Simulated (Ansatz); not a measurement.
## TiC (Fm-3m): modes against uniaxial strain along [001]

Aim: how do the optical modes of TiC (Fm-3m) shift and split under this strain?

Program: Ansatz 0.2.0. Level of theory: DFT PBEsol, scalar-relativistic, plane waves, PAW; PAW set soft_1. Results are calculated unless marked as measured.

The database entry behind the starting cell differs from later determinations by our own check (0.1 to 0.3 % short, probably kX units), so it need not match the best structure at ambient conditions.

## Step 1: The structure

Symmetry: Fm-3m, No. 225, cubic system. The conventional cell has a = 4.319 Å, b = 4.319 Å, c = 4.319 Å, α = 90.00°, β = 90.00°, γ = 90.00°. C has 6 Ti at 2.16 Å nearest. Nearest to Ti lie 6 C at 2.16 Å. Farther neighbours are not listed.

## Step 2: Relaxation

Harmonic phonons are second derivatives at a point where the forces vanish, and they are wanted at zero stress, so atoms and cell are relaxed first.

Contents of input.yaml:

```yaml
crystal:
  lattice:
    - [0.0, 2.1593, 2.1593]
    - [2.1593, 0.0, 2.1593]
    - [2.1593, 2.1593, 0.0]
  atoms:
    - { symbol: C, position: [0.5, 0.5, 0.5] }
    - { symbol: Ti, position: [0.0, 0.0, 0.0] }
kpoints:
  mp_grid: { grid: [16, 16, 16] }
hamiltonian:
  xc: pbesol
  pseudopotentials: { kind: paw, azcp: { folder: soft_1 }, xc_functional: pbe }
scf:
  occupations: { method: gaussian, width: 0.1 }
output:
  forces: true
  stress: true
  eigenvalues: true
  write_density: true
  write_potential: true
  elf: true
  volumetric_format: npy
relax:
  adjacent_minimum: "off"
  f_tol: 0.005
  max_steps: 80
  cell: { stress_tol: 0.05 }
```

Run with:

```sh
$ ansatz run input.yaml --threads 4 --pin off --max-ram 10240MiB --backend cpu --events-out ev --progress --plain --runs-dir out
```

Numbers of over 12 decimals in the logs are rounded to 6 here.

The log of the run:

```text
Engine: ansatz 0.2.0, x86_64-unknown-linux-gnu
Pseudopotentials: kind: paw
Pseudopotential: C, paw, valence charge 4, recommended cutoff 420 eV (normal), soft_1/C.paw.azcp
Pseudopotential: Ti, paw, valence charge 12, recommended cutoff 420 eV (normal), soft_1/Ti.paw.azcp
Functional definition: PBEsol
  exchange = pbesol_x
  correlation = pbesol_c
Crystal: 2 atoms, lattice volume = 20.136 Å³
Basis set: ecut = 420 eV, 411 PW (Γ), exchange–correlation on 48×48×48 points (8 copies of the dense FFT grid, shifted against one another)
Bands: 12, of which v1, the nominal top of the filled ones, is band 8 counted from 1 (7 counted from 0)
Symmetry: 48 space group operations
Space group: Fm-3m (ITA 225), of the structure as read, at distance tolerance 2.7e-5 Å
k-points: 145 of 4096
Non-local potential: C, projectors of the file, l = 0: 2, l = 1: 2, l = 2: 1
Non-local potential: Ti, projectors of the file, l = 0: 3, l = 1: 2, l = 2: 3, l = 3: 1
PAW form: soft (Blöchl's): semilocal exchange-correlation on the pseudo side does not see the compensation charge
PAW frozen core: C, regenerated for the run's functional, and the local potential with it (the file was generated under x = pbe(κ = 0.804, μ = 0.219515), c = pbe(β = 0.066725))
PAW frozen core: Ti, regenerated for the run's functional, and the local potential with it (the file was generated under x = pbe(κ = 0.804, μ = 0.219515), c = pbe(β = 0.066725))
PAW one-centre angular grid: C, 110 points (default); XC on 64 Gauss nodes
PAW one-centre angular grid: Ti, 590 points (default); XC on 64 Gauss nodes
Initial density: superposition of atomic densities (chi_scale 0.1, normalization cell, long waves kept (reshape's long-wave potential 0.00 eV rms))
Initial wavefunctions: pseudopotential atomic-orbital guess
Functional: x = pbesol(κ = 0.804, μ = 0.123457), c = pbesol(β = 0.046)
SCF iter   1: F=—  HF=-2723.399516 eV  |F-HF|=—  |Δ(HF+E_count)|=         —  Δρ=1.37e-1  dr2=4.91e0  ethr=3.10e-3  ⟨swp⟩=4.3  Hψ=8551  notcnv=0
preconditioner: auto → none  [insulator: Δε(μ)=0.124 eV  Ē_g=9.081 eV  σ=0.100 eV  W_gap=0.57  n_scr=8 (ndim 8)  ℏωp=23.4 eV  f_vac=0.000  D(μ)=0.23/eV (n_scr^D=0)  ε∞_Penn≈7.6]
SCF iter   2: F=—  HF=-2722.548306 eV  |F-HF|=—  |Δ(HF+E_count)|=   8.51e-1  Δρ=5.13e-2  dr2=6.85e-1  ethr=3.10e-3  ⟨swp⟩=2.6  Hψ=3903  notcnv=0  defer=1
SCF iter   3: F=—  HF=-2722.420997 eV  |F-HF|=—  |Δ(HF+E_count)|=   1.27e-1  Δρ=5.91e-3  dr2=3.47e-3  ethr=3.10e-3  ⟨swp⟩=2.4  Hψ=2930  notcnv=0  defer=1
SCF iter   4: F=—  HF=-2722.420157 eV  |F-HF|=—  |Δ(HF+E_count)|=   8.40e-4  Δρ=1.43e-3  dr2=1.33e-4  ethr=2.17e-5  ⟨swp⟩=2.7  Hψ=4015  notcnv=0  defer=1
SCF iter   5: F=—  HF=-2722.420202 eV  |F-HF|=—  |Δ(HF+E_count)|=   4.46e-5  Δρ=2.98e-4  dr2=1.27e-5  ethr=8.33e-7  ⟨swp⟩=1.2  Hψ=1931  notcnv=0  defer=1
SCF iter   6: F=—  HF=-2722.420200 eV  |F-HF|=—  |Δ(HF+E_count)|=   1.55e-6  Δρ=2.31e-5  dr2=4.02e-8  ethr=6.25e-10  ⟨swp⟩=6.0  Hψ=9799  notcnv=0
SCF iter   7: F=-2722.420200 eV  HF=-2722.420200 eV  |F-HF|=1.12e-10  |Δ(HF+E_count)|=  1.95e-10  Δρ=1.48e-6  dr2=2.14e-10  ethr=2.51e-10  ⟨swp⟩=4.9  Hψ=8574  notcnv=0
SCF 1 converged in 7 iterations: F = -2722.420200 eV  dr2 = 2.14e-10
  greatest PAW one-centre occupation: 0.998 electrons in one spin orbital (limit 2), on the Ti atom at site 1 (counted from 0), in its partial waves of l = 0
relax step   1: F+E_penalty+E_count = -2722.42020021 eV  Δ(F+E_penalty+E_count) = +0.000e0 eV  max|allowed force component| = 2.340e-29 eV/Å  Δτ_max = 0.0000 Å  P = -4.622 GPa  Ω = 20.136 Å³  (7 SCF iters, dr2 threshold 1.00e-7 eV, accepted)
Crystal: 2 atoms, lattice volume = 19.821 Å³
Basis set: ecut = 420 eV, 387 PW (Γ), exchange–correlation on 48×48×48 points (8 copies of the dense FFT grid, shifted against one another)
Initial density: handed on by an earlier stage of this run
Initial wavefunctions: those handed on with the density
iter 1 solved again at ethr=2.26e-5 eV; its pass at ethr=3.10e-3 eV (dr2=3.61e-3 eV) is discarded
SCF iter   1: F=—  HF=-2722.426364 eV  |F-HF|=—  |Δ(HF+E_count)|=         —  Δρ=3.54e-3  dr2=3.26e-3  ethr=2.26e-5  ⟨swp⟩=1.0  Hψ=10623  notcnv=0
preconditioner: auto → none  [metal: Δε(μ)=0.013 eV  Ē_g=8.070 eV  σ=0.100 eV  W_gap=0.08  n_scr=8 (ndim 8)  ℏωp=23.6 eV  f_vac=0.000  D(μ)=0.40/eV (n_scr^D=0)]
SCF iter   2: F=—  HF=-2722.425847 eV  |F-HF|=—  |Δ(HF+E_count)|=   5.17e-4  Δρ=1.30e-3  dr2=4.59e-4  ethr=2.04e-5  ⟨swp⟩=1.8  Hψ=1910  notcnv=0
SCF iter   3: F=—  HF=-2722.425763 eV  |F-HF|=—  |Δ(HF+E_count)|=   8.41e-5  Δρ=1.26e-4  dr2=3.16e-6  ethr=2.87e-6  ⟨swp⟩=2.0  Hψ=2010  notcnv=0
SCF iter   4: F=—  HF=-2722.425762 eV  |F-HF|=—  |Δ(HF+E_count)|=   1.11e-6  Δρ=2.84e-5  dr2=5.84e-8  ethr=1.98e-8  ⟨swp⟩=2.1  Hψ=2193  notcnv=0
iter 5 did not close the SCF: its close was put off for the readings that it lacked (scf_convergence_deferred on its scf_iter line)
SCF iter   5: F=-2722.425762 eV  HF=-2722.425762 eV  |F-HF|=6.32e-11  |Δ(HF+E_count)|=   3.65e-8  Δρ=1.81e-6  dr2=3.03e-10  ethr=3.65e-10  ⟨swp⟩=2.6  Hψ=2679  notcnv=0
SCF iter   6: F=-2722.425762 eV  HF=-2722.425762 eV  |F-HF|=7.28e-12  |Δ(HF+E_count)|=  2.68e-11  Δρ=2.09e-7  dr2=9.17e-12  ethr=1.89e-12  ⟨swp⟩=3.8  Hψ=7049  notcnv=0
SCF 2 converged in 6 iterations: F = -2722.425762 eV  dr2 = 9.17e-12
relax step   2: F+E_penalty+E_count = -2722.42576197 eV  Δ(F+E_penalty+E_count) = -5.562e-3 eV  max|allowed force component| = 2.728e-30 eV/Å  Δτ_max = 0.0000 Å  P = -0.557 GPa  Ω = 19.821 Å³  energy of the carried Pulay correction = +4.247e-4 eV  (6 SCF iters, dr2 threshold 2.00e-7 eV, accepted)
Crystal: 2 atoms, lattice volume = 19.779 Å³
iter 1 solved again at ethr=4.14e-7 eV; its pass at ethr=3.10e-3 eV (dr2=6.62e-5 eV) is discarded
SCF iter   1: F=—  HF=-2722.425902 eV  |F-HF|=—  |Δ(HF+E_count)|=         —  Δρ=4.83e-4  dr2=6.05e-5  ethr=4.14e-7  ⟨swp⟩=1.0  Hψ=10031  notcnv=0
preconditioner: auto → none  [metal: Δε(μ)=0.013 eV  Ē_g=8.066 eV  σ=0.100 eV  W_gap=0.07  n_scr=8 (ndim 8)  ℏωp=23.6 eV  f_vac=0.000  D(μ)=0.39/eV (n_scr^D=0)]
SCF iter   2: F=—  HF=-2722.425893 eV  |F-HF|=—  |Δ(HF+E_count)|=   9.25e-6  Δρ=1.78e-4  dr2=8.58e-6  ethr=3.78e-7  ⟨swp⟩=1.8  Hψ=1915  notcnv=0
iter 3 did not close the SCF: its close was put off for the readings that it lacked (scf_convergence_deferred on its scf_iter line)
SCF iter   3: F=-2722.425891 eV  HF=-2722.425891 eV  |F-HF|=3.60e-8  |Δ(HF+E_count)|=   1.54e-6  Δρ=1.71e-5  dr2=5.84e-8  ethr=5.36e-8  ⟨swp⟩=2.0  Hψ=2013  notcnv=0
iter 4 did not close the SCF: its close was put off for the readings that it lacked (scf_convergence_deferred on its scf_iter line)
SCF iter   4: F=-2722.425891 eV  HF=-2722.425891 eV  |F-HF|=4.80e-10  |Δ(HF+E_count)|=  4.85e-10  Δρ=3.85e-6  dr2=1.08e-9  ethr=3.65e-10  ⟨swp⟩=2.1  Hψ=2185  notcnv=0
iter 5 did not close the SCF: its close was put off for the readings that it lacked (scf_convergence_deferred on its scf_iter line)
SCF iter   5: F=-2722.425891 eV  HF=-2722.425891 eV  |F-HF|=1.36e-12  |Δ(HF+E_count)|=  6.65e-10  Δρ=2.49e-7  dr2=5.82e-12  ethr=6.74e-12  ⟨swp⟩=2.6  Hψ=2652  notcnv=0
SCF iter   6: F=-2722.425891 eV  HF=-2722.425891 eV  |F-HF|=4.55e-13  |Δ(HF+E_count)|=  9.09e-13  Δρ=2.85e-8  dr2=1.81e-13  ethr=1.00e-12  ⟨swp⟩=3.5  Hψ=6252  notcnv=0
SCF 3 converged in 6 iterations: F = -2722.425891 eV  dr2 = 1.81e-13
relax step   3: F+E_penalty+E_count = -2722.42589142 eV  Δ(F+E_penalty+E_count) = -1.295e-4 eV  max|allowed force component| = 2.761e-30 eV/Å  Δτ_max = 0.0000 Å  P = +0.015 GPa  Ω = 19.779 Å³  energy of the carried Pulay correction = +4.824e-4 eV  (6 SCF iters, dr2 threshold 2.00e-7 eV, accepted)
Initial wavefunctions: pseudopotential atomic-orbital guess (no wavefunctions were taken with the density)
iter 1 solved again at ethr=1.01e-9 eV; its pass at ethr=3.10e-3 eV (dr2=1.62e-7 eV) is discarded
SCF iter   1: F=—  HF=-2722.425431 eV  |F-HF|=—  |Δ(HF+E_count)|=         —  Δρ=4.94e-5  dr2=7.04e-8  ethr=1.01e-9  ⟨swp⟩=3.0  Hψ=13539  notcnv=0
preconditioner: auto → none  [metal: Δε(μ)=0.012 eV  Ē_g=8.063 eV  σ=0.100 eV  W_gap=0.07  n_scr=8 (ndim 8)  ℏωp=23.6 eV  f_vac=0.000  D(μ)=0.39/eV (n_scr^D=0)]
SCF iter   2: F=—  HF=-2722.425431 eV  |F-HF|=—  |Δ(HF+E_count)|=   4.55e-7  Δρ=2.45e-5  dr2=1.43e-8  ethr=4.40e-10  ⟨swp⟩=2.6  Hψ=2364  notcnv=0
SCF iter   3: F=—  HF=-2722.425431 eV  |F-HF|=—  |Δ(HF+E_count)|=   3.08e-8  Δρ=1.41e-6  dr2=7.36e-11  ethr=8.95e-11  ⟨swp⟩=2.5  Hψ=2588  notcnv=0
iter 4 did not close the SCF: its close was put off for the readings that it lacked (scf_convergence_deferred on its scf_iter line)
SCF iter   4: F=-2722.425431 eV  HF=-2722.425431 eV  |F-HF|=2.27e-12  |Δ(HF+E_count)|=  1.05e-10  Δρ=1.53e-7  dr2=2.87e-12  ethr=1.00e-12  ⟨swp⟩=2.0  Hψ=2582  notcnv=0
iter 5 did not close the SCF: its close was put off for the readings that it lacked (scf_convergence_deferred on its scf_iter line)
SCF iter   5: F=-2722.425431 eV  HF=-2722.425431 eV  |F-HF|=1.36e-12  |Δ(HF+E_count)|=    0.00e0  Δρ=3.75e-8  dr2=1.49e-13  ethr=1.00e-12  ⟨swp⟩=1.0  Hψ=1740  notcnv=0
iter 6 did not close the SCF: its close was put off for the readings that it lacked (scf_convergence_deferred on its scf_iter line)
SCF iter   6: F=-2722.425431 eV  HF=-2722.425431 eV  |F-HF|=4.55e-13  |Δ(HF+E_count)|=  9.09e-13  Δρ=7.68e-9  dr2=1.02e-14  ethr=1.00e-12  ⟨swp⟩=1.0  Hψ=1740  notcnv=0
iter 7 did not close the SCF: its close was put off for the readings that it lacked (scf_convergence_deferred on its scf_iter line)
SCF iter   7: F=-2722.425431 eV  HF=-2722.425431 eV  |F-HF|=1.36e-12  |Δ(HF+E_count)|=  9.09e-13  Δρ=9.20e-10  dr2=9.53e-17  ethr=1.00e-12  ⟨swp⟩=1.0  Hψ=1740  notcnv=0
SCF iter   8: F=-2722.425431 eV  HF=-2722.425431 eV  |F-HF|=0.00e0  |Δ(HF+E_count)|=  9.09e-13  Δρ=2.64e-10  dr2=1.67e-17  ethr=1.00e-12  ⟨swp⟩=1.8  Hψ=4262  notcnv=0
SCF 4 converged in 8 iterations: F = -2722.425431 eV  dr2 = 1.67e-17
relax step   4: F+E_penalty+E_count = -2722.42543116 eV  Δ(F+E_penalty+E_count) = +4.603e-4 eV  max|allowed force component| = 3.681e-30 eV/Å  Δτ_max = 0.0000 Å  P = -0.010 GPa  Ω = 19.779 Å³  stress off target by 1.01e-2 GPa  SCF on the basis re-selected at this cell (its energy is not comparable with the rows above)  (8 SCF iters)
basis re-selected at this cell: Δ(F+E_penalty+E_count) = +4.603e-4 eV, ΔP = -0.025 GPa vs the last step (what re-selecting the basis moved, of the pressure what is left beyond the Pulay correction that the steps carried, after the strain that the cell walked since its last selection, with what the two solves' SCF thresholds leave and, on support functions, any second-order correction that the steps lacked; it is no m [...]
SCF converged after 8 iterations
Free energy (F): -2722.425431 eV
Harris-Foulkes:  -2722.425431 eV  (|F-HF|=0.00e0)
Internal energy: -2722.423483 eV  (E = F + TS)
E sigma→0 (E₀):  -2722.424457 eV
Entropy (-TS):   -0.001948 eV (-0.974 meV/atom)
Fermi energy:    14.966068 eV
--- Per-component energies (eV) ---
  E_band       = -104.838176
  E_kinetic    = 367.205407
  E_local      = -813.407219  (includes V_loc(G=0)·N_el)
  E_nonlocal   = 84.510928
  E_hartree    = 320.811056
  E_xc         = -163.753384
  E_vxc        = -205.216395  (∫ρ·V_xc dr)
  E_paw        = -1112.189993  (= ΣΔE_a)
  E_vpaw       = -179.552946  (= ΣTr[D̂ρ^β])
  E_aug_tail   = -0.000063  (compensation charges beyond the density's cutoff)
  E_ewald      = -1405.760701
  E_core_change = 0.160485  (= ΣΔE_core)
  E_smearing   = -0.001948  (= −TS)
  E_closure    = 0.000000  (closes the sum)
  Σ components = -2722.425431   (vs F -2722.425431, Δ=0.00e0)
--- Forces (eV/Å), atoms counted from 1 ---
  atom   1  C      0.00000000    -0.00000000    -0.00000000
  atom   2  Ti    -0.00000000     0.00000000     0.00000000
  max |Σ_I F_I| component: 6.31e-30 eV/Å
--- Stress (GPa, compression-positive) ---
       -0.010100      -0.000000      -0.000000
       -0.000000      -0.010100      -0.000000
       -0.000000       0.000000      -0.010100
  P = ⅓ Tr σ = -0.0101 GPa (-0.101 kbar)
--- Band table (eV; the first three rows and the last of 145) ---
  k-point 0: bands = [... 4 lower, 2.4835, 15.6539, 15.6539, 15.6539, 16.7167, 16.7167, 16.7167, 16.7731]
  k-point 1: bands = [... 4 lower, 2.5758, 15.2052, 15.4593, 15.4593, 16.0332, 16.0332, 16.9603, 17.7870]
  k-point 2: bands = [... 4 lower, 2.8466, 14.3128, 14.6834, 14.6834, 16.1017, 16.1017, 17.3018, 18.8878]
  k-point 144: bands = [... 4 lower, 5.4413, 11.7587, 11.7587, 12.2055, 17.8660, 17.8660, 18.6529, 20.3856]
--- Relaxed structure (3 steps of the walk, 3 accepted, 1 SCFs on fresh bases) ---
  F+E_penalty+E_count = -2722.42543116 eV   max|allowed force component| = 3.681e-30 eV/Å   (the final SCF, on the basis selected at the relaxed cell)
  cell:  # Å, volume = 19.7789 Å³
    - [0, 2.146466, 2.146466]
    - [2.146466, 0, 2.146466]
    - [2.146466, 2.146466, 0]
  atoms:
    - { symbol: C, position: [0.5, 0.5, 0.5] }
    - { symbol: Ti, position: [0, 0, 0] }
```

Elapsed: 4.2 s, on 4 threads of Intel Xeon at 2.70GHz, shared host; peak memory 0.39 GiB; 13 s of CPU time.

Relaxation path:

```
step  energy less that of the first step (eV)  largest force component (eV/Å)  pressure (GPa)  volume (Å³)
   1                                   0.0000                          0.0000           -4.62        20.14
   2                                  -0.0056                          0.0000           -0.56        19.82
   3                                  -0.0057                          0.0000            0.02        19.78
  4*                                  -0.0052                          0.0000           -0.01        19.78
```

Relaxation steps marked * repeat the geometry before them on a plane-wave basis chosen anew for their cell, so energy and pressure can jump there.

The run keeps the 48 symmetry operations that it works with, so distortions that break them were not tested.

```
conventional cell, symmetrised  before  after  change
                         a (Å)   4.319  4.293  -0.6 %
                         b (Å)   4.319  4.293  -0.6 %
                         c (Å)   4.319  4.293  -0.6 %
              volume (Å³/atom)   10.07   9.89  -1.8 %
```

Final coordinates:

```
C Ti
1.0
     0.00000    2.14647    2.14647
     2.14647    0.00000    2.14647
     2.14647    2.14647    0.00000
C Ti
1 1
Direct
  0.50000 0.50000 0.50000
  0.00000 0.00000 0.00000
```

This step gave:

| Quantity | Value |
| --- | --- |
| pressure | -0.01010 GPa |
| volume per atom | 9.889 Å³ |
| gap on the k-mesh | 0 eV |

ELF in the ac plane of the conventional cell at fractional y = 0.000, with atoms of C and Ti within 0.2 Å of it. It is the smooth field of the valence electrons, not physical close to the nuclei.

Ten even steps from '0' (0.10) to '9' (0.76), each cell a mean:
```
89527942794389
86217998994148
32014777763013
54321123211344
99830256411699
58942699842797
05953887963782
27943898952794
89941488621799
77630133201477
32113445432112
64116999983025
98427975894269
79637820595388
```
Columns run along a (4.3 Å), rows up along c (4.3 Å), edges of the conventional cell, whose origin can differ from the input's. Atoms in or near the plane, at fractional coordinates: C at (0.50, 0.00), C at (0.00, 0.50), Ti at (0.00, 0.00), Ti at (0.50, 0.50).

Electrostatic potential energy in the ac plane of the conventional cell at fractional y = 0.000, with atoms of C and Ti within 0.2 Å of it. With pseudopotentials it is smooth inside the atoms' cores, unlike the true potential.

Ten even steps from '_' (-39 eV) to '@' (15 eV), each cell a mean:
```
::::==%%@@++____::##@@**--::
::--**@@@@%%++==**@@@@%%++--
**##%%@@@@@@@@%%@@@@@@@@%%**
%%@@@@@@@@@@%%##%%@@@@@@@@@@
##%%@@@@%%**====++##@@@@@@##
..==%%@@##--::::::++%%@@**::
__..##%%**::::::::==##%%==__
__::##@@**--::::::==%%@@++__
==**@@@@%%++--::--**@@@@%%++
%%@@@@@@@@%%****##%%@@@@@@@@
##%%@@@@@@@@@@%%@@@@@@@@@@%%
==++##@@@@@@####%%@@@@%%**==
::::++%%@@**::..==%%@@##--::
::::==##%%==____..##%%**::::
```
Columns run along a (4.3 Å; values clipped at the 3rd and 97th percentile), rows up along c (4.3 Å), edges of the conventional cell, whose origin can differ from the input's. Atoms in or near the plane, at fractional coordinates: C at (0.50, 0.00), C at (0.00, 0.50), Ti at (0.00, 0.00), Ti at (0.50, 0.50).

Valence density in the ac plane of the conventional cell at fractional y = 0.000, with atoms of C and Ti within 0.2 Å of it. It is the smooth field of the valence electrons, not physical close to the nuclei.

Ten even steps from '0' (0 e/Å³) to '9' (11 e/Å³), each cell a mean:
```
85100011100027
32000000000012
00000000000000
00000000000000
00000011100000
10000256310001
11000389610001
11000278510001
00000123200000
00000000000000
00000000000000
11000000000001
63100011000025
96100011100038
```
Columns run along a (4.3 Å), rows up along c (4.3 Å), edges of the conventional cell, whose origin can differ from the input's. Atoms in or near the plane, at fractional coordinates: C at (0.50, 0.00), C at (0.00, 0.50), Ti at (0.00, 0.00), Ti at (0.50, 0.50).

In this step the volume went from 10.07 to 9.89 Å³/atom.

## Step 3: Tight relaxation

Phonons need small forces and stress, so the relaxation is finished with tight tolerances on 16×16×16 k points.

input.yaml, the sections that differ from step 2:

```yaml
crystal:
  lattice:
    - [0.0, 2.1464662863, 2.1464662863]
    - [2.1464662863, 0.0, 2.1464662863]
    - [2.1464662863, 2.1464662863, 0.0]
  atoms:
    - { symbol: C, position: [0.5, 0.5, 0.5] }
    - { symbol: Ti, position: [0.0, 0.0, 0.0] }
scf:
  occupations: { method: methfessel_paxton, width: 0.2 }
output:
  forces: true
  stress: true
  eigenvalues: true
relax:
  adjacent_minimum: "off"
  f_tol: 0.001
  max_steps: 60
  cell: { stress_tol: 0.01 }
# kpoints, hamiltonian: as in step 2
```

The log of the run:

```text
[...]
Crystal: 2 atoms, lattice volume = 19.779 Å³
Basis set: ecut = 420 eV, 387 PW (Γ), exchange–correlation on 48×48×48 points (8 copies of the dense FFT grid, shifted against one another)
Bands: 12, of which v1, the nominal top of the filled ones, is band 8 counted from 1 (7 counted from 0)
Symmetry: 48 space group operations
[...]
k-points: 145 of 4096
[...]
k-point 144: bands = [... 4 lower, 5.4421, 11.7593, 11.7593, 12.2062, 17.8665, 17.8665, 18.6532, 20.3861]
--- Relaxed structure (2 steps of the walk, 2 accepted, 2 SCFs on fresh bases) ---
[...]
cell:  # Å, volume = 19.7783 Å³
    - [0, 2.146443, 2.146443]
    - [2.146443, 0.0, 2.146443]
    - [2.146443, 2.146443, 0]
  atoms:
    - { symbol: C, position: [0.5, 0.5, 0.5] }
    - { symbol: Ti, position: [0, 0, 0] }
[key lines of the parts left out:]
SCF converged after 3 iterations
Free energy (F): -2722.424797 eV
Fermi energy:    14.968978 eV
P = ⅓ Tr σ = -0.0015 GPa (-0.015 kbar)
```

Run time: 3.5 s. Hardware: 4 threads; peak memory 0.38 GiB.

Little changed from the start: no atom moved by 0.005 Å and no cell edge by 0.1 %.

This step gave:

- pressure: -0.001472 GPa

The forces vanish by symmetry and the pressure is -0.001 GPa, within the tolerances set. The cell now holds 9.89 Å³/atom.

(Part 1 of 3 ends here.)

[Logs are printed without paths, hosts, clocks, repeated set-up lines and the standing remarks that a program may print on its own settings, such as how far it seeks lower states.]

[Hosts, paths, dates, database ids (printed as entryN), source tags and the programs' standing remarks are cut or masked in the printed files.]
